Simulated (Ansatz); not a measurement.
# PtC (model cell, started as NiAs type): phonons and vibrational spectra

Wanted: phonon frequencies of PtC (model cell, started as NiAs type) and what follows from them.

Program: Ansatz 0.2.0. Level of theory: DFT PBEsol, scalar-relativistic, plane waves, PAW. Results are calculated unless marked as measured.

Report form: the programs' logs are mostly left out.

The structure was built from a prototype and need not be the compound's stable phase.

## 1. Starting point

It takes space group P6_3/mmc (No. 194, hexagonal). Conventional cell: a = 2.915 Å, b = 2.915 Å, c = 4.664 Å, α = 90.00°, β = 90.00°, γ = 120.00°. Pt has 6 C at 2.05 Å nearest. Nearest to C lie 6 Pt at 2.05 Å. Farther neighbours are not listed.

## 2. Coarse relaxation

The start is far from rest, so a relaxation with loose tolerances brings it close first.

input.yaml reads:

```yaml
crystal:
  lattice:
    - [2.91505, 0.0, 0.0]
    - [-1.45752, 2.52451, 0.0]
    - [0.0, 0.0, 4.66408]
  atoms:
    - { symbol: Pt, position: [0.0, 0.0, 0.0] }
    - { symbol: Pt, position: [0.0, 0.0, 0.5] }
    - { symbol: C, position: [0.333333, 0.666667, 0.25] }
    - { symbol: C, position: [0.666667, 0.333333, 0.75] }
kpoints:
  mp_grid: { grid: [9, 9, 4] }
hamiltonian:
  xc: pbesol
scf:
  occupations: { method: gaussian, width: 0.1 }
output:
  forces: true
  stress: true
  eigenvalues: true
relax:
  adjacent_minimum: "off"
  f_tol: 0.05
  max_steps: 80
  cell: { stress_tol: 0.5 }
```

The run is started by

```sh
ansatz run input.yaml --threads 4 --pin off --max-ram 7168MiB --backend cpu --events-out ev --progress --plain --runs-dir out
```

Elapsed: 7.6 s, on 4 threads of Intel Xeon 6975P-C (Granite Rapids), shared host; peak memory 0.41 GiB; 14 s of CPU time.

The steps of the relaxation:

```
step  energy less that of the first step (eV)  largest force component (eV/Å)  pressure (GPa)  volume (Å³)
   1                                   0.0000                          0.0000          133.39        34.32
   2                                  -2.2870                          0.0000           57.35        38.09
   3                                  -3.0553                          0.0000           14.89        41.74
   4                                  -3.1420                          0.0000            3.11        43.06
   5                                  -3.1473                          0.0000            0.10        43.43
  6*                                  -3.1990                          0.0000            1.40        43.43
   7                                  -3.1997                          0.0000            0.02        43.62
  8*                                  -3.2000                          0.0000            0.02        43.62
```

Relaxation steps marked * repeat the geometry before them on a plane-wave basis chosen anew for their cell, so energy and pressure can jump there.

The run keeps the 24 symmetry operations that it works with, so distortions that break them were not tested.

```
conventional cell, symmetrised  before  after   change
                         a (Å)   2.915  3.117   +6.9 %
                         b (Å)   2.915  3.117   +6.9 %
                         c (Å)   4.664  5.183  +11.1 %
              volume (Å³/atom)    8.58  10.90  +27.1 %
```

This step gave:

* pressure: 0.02058 GPa
* volume per atom: 10.90 Å³
* gap on the k-mesh: 0 eV

In this step the volume went from 8.58 to 10.90 Å³/atom.

## 3. Bringing the structure to rest

The cell and atoms are relaxed, since residual forces and stress would shift the frequencies.

input.yaml reads:

```yaml
crystal:
  lattice:
    - [3.1171698934, -3.0869e-06, 0.0]
    - [-1.5585822734, 2.6995498591, 0.0]
    - [0.0, 0.0, 5.1830444946]
  atoms:
    - { symbol: Pt, position: [0.0, 0.0, 0.0] }
    - { symbol: Pt, position: [0.0, 0.0, 0.5] }
    - { symbol: C, position: [0.3333333333, 0.6666666667, 0.25] }
    - { symbol: C, position: [0.6666666667, 0.3333333333, 0.75] }
kpoints:
  mp_grid: { grid: [15, 15, 8] }
hamiltonian:
  xc: pbesol
scf:
  occupations: { method: gaussian, width: 0.1 }
output:
  forces: true
  stress: true
  eigenvalues: true
  write_density: true
  write_potential: true
  elf: true
  volumetric_format: npy
relax:
  adjacent_minimum: "off"
  f_tol: 0.005
  max_steps: 80
  cell: { stress_tol: 0.05 }
```

It took 12 s on 4 threads; peak memory 0.5 GiB.

Little changed from the start: no atom moved by 0.005 Å and no cell edge by 0.1 %.

Numbers from this step:

| Property | Result |
| --- | --- |
| pressure | -0.001397 GPa |

Electrostatic potential energy in the ac plane at fractional y = 0.000, with atoms of Pt within 0.2 Å of it. With pseudopotentials it is smooth inside the atoms' cores, unlike the true potential.

Ten even steps from '_' (-66 eV) to '@' (21 eV):
```
____..--++%%@@@@@@@@@@%%++--..__
__..::==**%%@@@@@@@@@@%%**==::..
::--==**%%@@@@@@@@@@@@@@%%**==--
++**##%%@@@@@@@@@@@@@@@@@@%%##**
%%%%%%@@@@@@@@@@@@@@@@@@@@@@%%%%
@@@@@@@@@@@@@@@@@@@@@@@@@@@@@@@@
@@@@@@@@@@@@@@@@@@@@@@@@@@@@@@@@
%%%%%%@@@@@@@@@@@@@@@@@@@@@@%%%%
++**##%%@@@@@@@@@@@@@@@@@@%%##**
::--==**%%@@@@@@@@@@@@@@%%**==--
__..::==**%%@@@@@@@@@@%%**==::..
____..--++%%@@@@@@@@@@%%++--..__
______::++%%@@@@@@@@@@%%++::____
____..--++%%@@@@@@@@@@%%++--..__
__..::==**%%@@@@@@@@@@%%**==::..
::--==**%%@@@@@@@@@@@@@@%%**==--
++**##%%@@@@@@@@@@@@@@@@@@%%##**
%%%%%%@@@@@@@@@@@@@@@@@@@@@@%%%%
@@@@@@@@@@@@@@@@@@@@@@@@@@@@@@@@
@@@@@@@@@@@@@@@@@@@@@@@@@@@@@@@@
%%%%%%@@@@@@@@@@@@@@@@@@@@@@%%%%
++**##%%@@@@@@@@@@@@@@@@@@%%##**
::--==**%%@@@@@@@@@@@@@@%%**==--
__..::==**%%@@@@@@@@@@%%**==::..
____..--++%%@@@@@@@@@@%%++--..__
______::++%%@@@@@@@@@@%%++::____
```
Columns run along a (3.1 Å; values clipped at the 3rd and 97th percentile), rows up along c (5.2 Å). Atoms in or near the plane, at fractional coordinates: Pt at (0.00, 0.00), Pt at (0.00, 0.50).

ELF in the ac plane at fractional y = 0.000, with atoms of Pt within 0.2 Å of it. It is the smooth field of the valence electrons, not physical close to the nuclei.

Values, 23 rows by 16 columns, each cell a mean:
```
0.69 0.68 0.66 0.60 0.47 0.33 0.24 0.19 0.16 0.19 0.24 0.33 0.47 0.60 0.66 0.68
0.69 0.67 0.60 0.50 0.37 0.29 0.26 0.25 0.24 0.25 0.26 0.29 0.37 0.50 0.60 0.67
0.60 0.56 0.46 0.35 0.28 0.28 0.32 0.35 0.35 0.35 0.32 0.28 0.28 0.35 0.46 0.56
0.41 0.38 0.31 0.25 0.26 0.33 0.41 0.46 0.47 0.46 0.41 0.33 0.26 0.25 0.31 0.38
0.28 0.27 0.24 0.24 0.30 0.39 0.48 0.52 0.53 0.52 0.48 0.39 0.30 0.24 0.24 0.27
0.26 0.25 0.24 0.25 0.31 0.41 0.49 0.53 0.54 0.53 0.50 0.41 0.31 0.25 0.24 0.25
0.30 0.28 0.25 0.24 0.28 0.38 0.46 0.50 0.51 0.50 0.46 0.37 0.28 0.24 0.25 0.28
0.49 0.45 0.36 0.27 0.26 0.31 0.38 0.42 0.43 0.42 0.38 0.31 0.26 0.27 0.36 0.45
0.66 0.63 0.54 0.42 0.31 0.27 0.29 0.30 0.30 0.30 0.29 0.27 0.31 0.42 0.54 0.63
0.70 0.68 0.64 0.55 0.42 0.30 0.24 0.21 0.20 0.21 0.24 0.30 0.42 0.55 0.64 0.68
0.67 0.68 0.67 0.62 0.50 0.34 0.24 0.18 0.15 0.18 0.24 0.34 0.50 0.62 0.67 0.68
0.67 0.68 0.67 0.62 0.50 0.34 0.24 0.17 0.15 0.17 0.24 0.34 0.50 0.62 0.67 0.68
0.70 0.68 0.64 0.56 0.43 0.31 0.24 0.21 0.19 0.21 0.24 0.31 0.43 0.56 0.64 0.68
0.67 0.63 0.55 0.43 0.32 0.28 0.28 0.29 0.29 0.29 0.28 0.28 0.32 0.43 0.55 0.63
0.52 0.48 0.38 0.29 0.26 0.30 0.36 0.40 0.41 0.40 0.36 0.30 0.26 0.29 0.38 0.48
0.32 0.29 0.25 0.23 0.28 0.37 0.45 0.50 0.51 0.50 0.45 0.37 0.28 0.23 0.25 0.29
0.26 0.25 0.24 0.25 0.31 0.41 0.50 0.53 0.54 0.53 0.49 0.41 0.31 0.25 0.24 0.25
0.28 0.27 0.24 0.25 0.30 0.39 0.48 0.52 0.53 0.52 0.48 0.40 0.30 0.25 0.24 0.27
0.39 0.36 0.29 0.25 0.26 0.34 0.42 0.46 0.47 0.46 0.42 0.34 0.26 0.25 0.29 0.36
0.58 0.54 0.45 0.34 0.28 0.29 0.33 0.36 0.37 0.36 0.33 0.29 0.28 0.34 0.45 0.54
0.69 0.66 0.59 0.48 0.36 0.28 0.26 0.26 0.25 0.26 0.26 0.28 0.36 0.48 0.59 0.66
0.69 0.68 0.66 0.59 0.46 0.32 0.24 0.19 0.17 0.19 0.24 0.32 0.46 0.59 0.66 0.68
0.66 0.67 0.68 0.63 0.51 0.35 0.24 0.17 0.14 0.17 0.24 0.35 0.51 0.63 0.68 0.67
```
Columns run along a (3.1 Å), rows up along c (5.2 Å). Atoms in or near the plane, at fractional coordinates: Pt at (0.00, 0.00), Pt at (0.00, 0.50).

Valence density in the ac plane at fractional y = 0.000, with atoms of Pt within 0.2 Å of it. It is the smooth field of the valence electrons, not physical close to the nuclei.

Values in e/Å³, 23 rows by 16 columns, each cell a mean:
```
11 10  8  5  2  1  0  0  0  0  0  1  2  5  8 10
 8  7  5  3  1  1  0  0  0  0  0  1  1  3  5  7
 4  4  3  1  1  0  0  0  0  0  0  0  1  1  3  4
 2  1  1  1  1  0  0  0  0  0  0  0  1  1  1  1
 1  1  1  0  0  0  0  0  0  0  0  0  0  0  1  1
 1  1  0  0  0  0  0  0  0  0  0  0  0  0  0  1
 1  1  1  0  0  0  0  0  0  0  0  0  0  0  1  1
 2  2  1  1  1  0  0  0  0  0  0  0  1  1  1  2
 6  5  4  2  1  1  0  0  0  0  0  1  1  2  4  5
 9  9  6  4  2  1  0  0  0  0  0  1  2  4  6  9
12 11  8  5  2  1  0  0  0  0  0  1  2  5  8 11
12 11  9  5  2  1  0  0  0  0  0  1  2  5  9 11
10  9  7  4  2  1  0  0  0  0  0  1  2  4  7  9
 6  6  4  2  1  1  0  0  0  0  0  1  1  2  4  6
 3  2  2  1  1  0  0  0  0  0  0  0  1  1  2  2
 1  1  1  1  0  0  0  0  0  0  0  0  0  1  1  1
 1  1  0  0  0  0  0  0  0  0  0  0  0  0  0  1
 1  1  1  0  0  0  0  0  0  0  0  0  0  0  1  1
 1  1  1  1  0  0  0  0  0  0  0  0  0  1  1  1
 4  3  2  1  1  0  0  0  0  0  0  0  1  1  2  3
 8  7  5  3  1  1  0  0  0  0  0  1  1  3  5  7
11 10  8  5  2  1  0  0  0  0  0  1  2  5  8 10
12 11  9  5  2  1  0  0  0  0  0  1  2  5  9 11
```
Columns run along a (3.1 Å), rows up along c (5.2 Å). Atoms in or near the plane, at fractional coordinates: Pt at (0.00, 0.00), Pt at (0.00, 0.50).

In this step the volume went from 10.90 to 10.90 Å³/atom.

## 4. Tight relaxation

Phonons need a cell at rest on their own settings, so the relaxation is repeated with tight tolerances on forces and stress on the k mesh and occupations of the first response run.

input.yaml reads:

```yaml
crystal:
  lattice:
    - [3.1154196738, -3.0851e-06, 0.0]
    - [-1.5577071651, 2.6980341235, 0.0]
    - [0.0, 0.0, 5.1869133437]
  atoms:
    - { symbol: Pt, position: [0.0, 0.0, 0.0] }
    - { symbol: Pt, position: [0.0, 0.0, 0.5] }
    - { symbol: C, position: [0.3333333333, 0.6666666667, 0.25] }
    - { symbol: C, position: [0.6666666667, 0.3333333333, 0.75] }
kpoints:
  mp_grid: { grid: [15, 15, 8] }
hamiltonian:
  xc: pbesol
scf:
  occupations: { method: methfessel_paxton, width: 0.15 }
output:
  forces: true
  stress: true
  eigenvalues: true
relax:
  adjacent_minimum: "off"
  f_tol: 0.001
  max_steps: 60
  cell: { stress_tol: 0.01 }
```

Wall time 10 s (4 threads); peak memory 0.47 GiB; 21 s of CPU time.

Little changed from the start: no atom moved by 0.005 Å and no cell edge by 0.1 %.

This step gave:

```yaml
pressure: -2.14e-4 GPa
```

The forces vanish by symmetry and the pressure is 0.000 GPa, within the tolerances set. The cell now holds 10.90 Å³/atom.

## 5. Phonons on a q mesh

Stability and thermal properties need the whole zone. Linear response on a 3×3×2 q mesh gives force constants as far as a supercell of that size would.

input.yaml reads:

```yaml
crystal:
  lattice:
    - [3.1153338582, -3.085e-06, 0.0]
    - [-1.5576642574, 2.697959805, 0.0]
    - [0.0, 0.0, 5.186655658]
  atoms:
    - { symbol: Pt, position: [0.0, 0.0, 0.0] }
    - { symbol: Pt, position: [0.0, 0.0, 0.5] }
    - { symbol: C, position: [0.3333333333, 0.6666666667, 0.25] }
    - { symbol: C, position: [0.6666666667, 0.3333333333, 0.75] }
kpoints:
  mp_grid: { grid: [15, 15, 8] }
hamiltonian:
  xc: pbesol
scf:
  occupations: { method: methfessel_paxton, width: 0.15 }
output:
  eigenvalues: true
phonons:
  method: dfpt
  qmesh: [3, 3, 2]
  temperatures: { t_max: 1000, t_step: 50 }
  qpath:
    path:
      - [[0.0, 0.0, 0.0], [0.5, 0.0, 0.0], [0.33333333, 0.33333333, 0.0], [0.0, 0.0, 0.0], [0.0, 0.0, 0.5], [0.5, 0.0, 0.5], [0.33333333, 0.33333333, 0.5], [0.0, 0.0, 0.5]]
      - [[0.5, 0.0, 0.5], [0.5, 0.0, 0.0]]
      - [[0.33333333, 0.33333333, 0.5], [0.33333333, 0.33333333, 0.0]]
    npoints: 10
```

Run time: 16 min. Hardware: 4 threads; peak memory 4.5 GiB.

Numbers from this step:

| Quantity | Value |
| --- | --- |
| sum-rule residual before enforcement | 6.57e-5 eV/Å² |
| lowest frequency on the path | -341.6 cm⁻¹ |
| point group | 6/mmm |
| highest frequency on the path or at a solved wavevector | 569 cm⁻¹ |
| highest optical mode at the zone centre (no LO-TO term) | 504.7 cm⁻¹ |
| lowest optical zone-centre mode | -341.6 cm⁻¹ |
| lowest mode on the q mesh (acoustic modes at Γ apart) | -341.6 cm⁻¹ |

Frequencies (cm⁻¹) solved at each irreducible wavevector; negative means imaginary. Frequencies by wavevector, by row:

```
q in reciprocal lattice units  star  mode 1  mode 2  mode 3  mode 4  mode 10  mode 11  mode 12
                        0 0 0     1  -341.6   -23.7   -23.7       0    437.9    437.9    504.7
                     0 0 -0.5     1   -31.6   -31.6   -31.6   -31.6      419      419      419
                   0 0.3333 0     6  -122.8    66.6      73    76.5    451.4    478.1    526.9
                0 0.3333 -0.5     6    44.1    44.1    53.4    53.4    434.2    533.4    533.4
              0.3333 0.3333 0     2   -53.8   -53.8    40.4   129.6    471.1    471.1    559.5
           0.3333 0.3333 -0.5     2   108.8   108.8   111.1   111.1    477.2    544.9    544.9
```

Interpolated from a 3×3×2 q mesh. The phonon branches at the labelled points (cm⁻¹):

```
    point  branch 1  branch 2  branch 3  branch 4  branch 9  branch 10  branch 11  branch 12
        Γ      -342       -24       -24         0       388        438        438        505
  halfway      -144        63        64        66       370        456        458        492
        M      -231       -39        76        85       429        435        486        569
  halfway      -137       -33        66        98       412        418        489        564
        K       -54       -54        40       130       396        471        471        560
  halfway       -82        67        78        78       377        447        460        512
        Γ      -342       -24       -24         0       388        438        438        505
  halfway      -286       -32       -32       -15       398        429        434        434
        A       -32       -32       -32       -32       419        419        419        419
  halfway       -56       -56        22        22       428        428        511        511
        L        63        63       111       111       441        441        546        546
  halfway        81        81       113       113       461        461        545        545
        H       109       109       111       111       477        477        545        545
  halfway       -57       -57        77        77       438        438        522        522
        A       -32       -32       -32       -32       419        419        419        419
jump to L        63        63       111       111       441        441        546        546
  halfway      -169        43        69        75       406        443        510        565
        M      -231       -39        76        85       429        435        486        569
jump to H       109       109       111       111       477        477        545        545
  halfway        43        51        51       122       458        475        475        567
        K       -54       -54        40       130       396        471        471        560
```

[end of part 1 of 2]

[Logs are printed without paths, hosts, clocks, repeated set-up lines and the standing remarks that a program may print on its own settings, such as how far it seeks lower states.]

[Hosts, paths, dates, database ids (printed as entryN), source tags and the programs' standing remarks are cut or masked in the printed files.]
